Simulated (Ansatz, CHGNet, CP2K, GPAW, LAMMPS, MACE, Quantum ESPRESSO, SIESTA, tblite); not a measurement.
**A faulty CP2K run on Zn40S29Se11 with crystalline order left by the classical run (80 atoms)**

Program: CP2K 2026.2, a calculation on a cell of 40 Zn, 29 S and 11 Se, 20.8 Å³ an atom.

input.inp reads:

```
&GLOBAL
  PROJECT cell
  RUN_TYPE ENERGY_FORCE
  PRINT_LEVEL LOW
&END GLOBAL
&FORCE_EVAL
  METHOD QS
  STRESS_TENSOR ANALYTICAL
  &DFT
    BASIS_SET_FILE_NAME BASIS_MOLOPT
    POTENTIAL_FILE_NAME GTH_POTENTIALS
    &MGRID
      CUTOFF 800
      REL_CUTOFF 50
      NGRIDS 5
    &END MGRID
    &QS
      EPS_DEFAULT 1.0E-12
    &END QS
    &SCF
      SCF_GUESS ATOMIC
      EPS_SCF 1.0E-06
      MAX_SCF 60
      ADDED_MOS 14
      &DIAGONALIZATION
        ALGORITHM STANDARD
      &END DIAGONALIZATION
      &SMEAR ON
        METHOD FERMI_DIRAC
        ELECTRONIC_TEMPERATURE [K] 580
      &END SMEAR
      &MIXING
        METHOD BROYDEN_MIXING
        ALPHA 0.3
        NBROYDEN 8
      &END MIXING
      &PRINT
        &RESTART OFF
        &END RESTART
      &END PRINT
    &END SCF
    &XC
      &XC_FUNCTIONAL PBE96
      &END XC_FUNCTIONAL
    &END XC
    &PRINT
      &MULLIKEN ON
      &END MULLIKEN
      &LOWDIN ON
      &END LOWDIN
      &MO ON
        EIGENVALUES T
        OCCUPATION_NUMBERS T
        MO_INDEX_RANGE 349 372
        &EACH
          QS_SCF 0
        &END EACH
        ADD_LAST NUMERIC
      &END MO
    &END PRINT
  &END DFT
  &SUBSYS
    &CELL
      A 11.84320 0.00000 0.00000
      B 0.00000 11.84320 0.00000
      C 0.00000 0.00000 11.84320
    &END CELL
    &COORD
      SCALED
      Zn 0.87957 0.61085 0.47178
      Zn 0.23190 0.53856 0.07828
      Zn 0.45393 0.79534 0.77238
      Zn 0.34658 0.96446 0.04399
      Zn 0.98714 0.44231 0.20693
      Zn 0.30924 0.68890 0.60277
      Zn 0.53355 0.36585 0.10957
      Zn 0.28289 0.98487 0.42218
      Zn 0.80877 0.19056 0.11218
      Zn 0.33267 0.42078 0.79265
[... 66 atom lines left out ...]
      Se 0.71520 0.66062 0.57834
      Se 0.46129 0.30218 0.91500
      Se 0.23021 0.88123 0.24823
      Se 0.82242 0.49214 0.31468
    &END COORD
    &KIND Zn
      BASIS_SET DZVP-MOLOPT-SR-GTH-q12
      POTENTIAL GTH-PBE-q12
    &END KIND
    &KIND S
      BASIS_SET DZVP-MOLOPT-SR-GTH-q6
      POTENTIAL GTH-PBE-q6
    &END KIND
    &KIND Se
      BASIS_SET DZVP-MOLOPT-SR-GTH-q6
      POTENTIAL GTH-PBE-q6
    &END KIND
  &END SUBSYS
  &PRINT
    &FORCES ON
    &END FORCES
    &STRESS_TENSOR ON
    &END STRESS_TENSOR
  &END PRINT
&END FORCE_EVAL
```

On the command line:

```sh
> OMP_NUM_THREADS=1 mpirun -np 4 cp2k.psmp -i input.inp > output.txt
```

The log of the run:

```text
*   ___                                                                       *
 *  /   \                                                                      *
 * [ABORT]                                                                     *
 *  \___/                   invalid value for enumeration:PBE96                *
 *    |                                                                        *
 *  O/|                                                                        *
 * /| |                                                                        *
```

It took 0.7 s on 4 MPI ranks of Arm Neoverse V2, shared host; peak memory 0.57 GiB.

Banners, paths, timers and routine set-up lines are dropped from the logs unmarked, and long logs keep their key lines alone; longer cuts are marked.

Q: Find the fault and mend it.

An unknown functional: functional pbe96. The sound run has functional pbe.

The program stopped at the start.

[Also dropped from logs without a mark: logging warnings of Python, and SIESTA's first energy breakdown and zero terms.]

[Logs are printed without paths, hosts, clocks, repeated set-up lines and the standing remarks that a program may print on its own settings, such as how far it seeks lower states.]

[Hosts, paths, dates, database ids (printed as entryN), source tags and the programs' standing remarks are cut or masked in the printed files.]
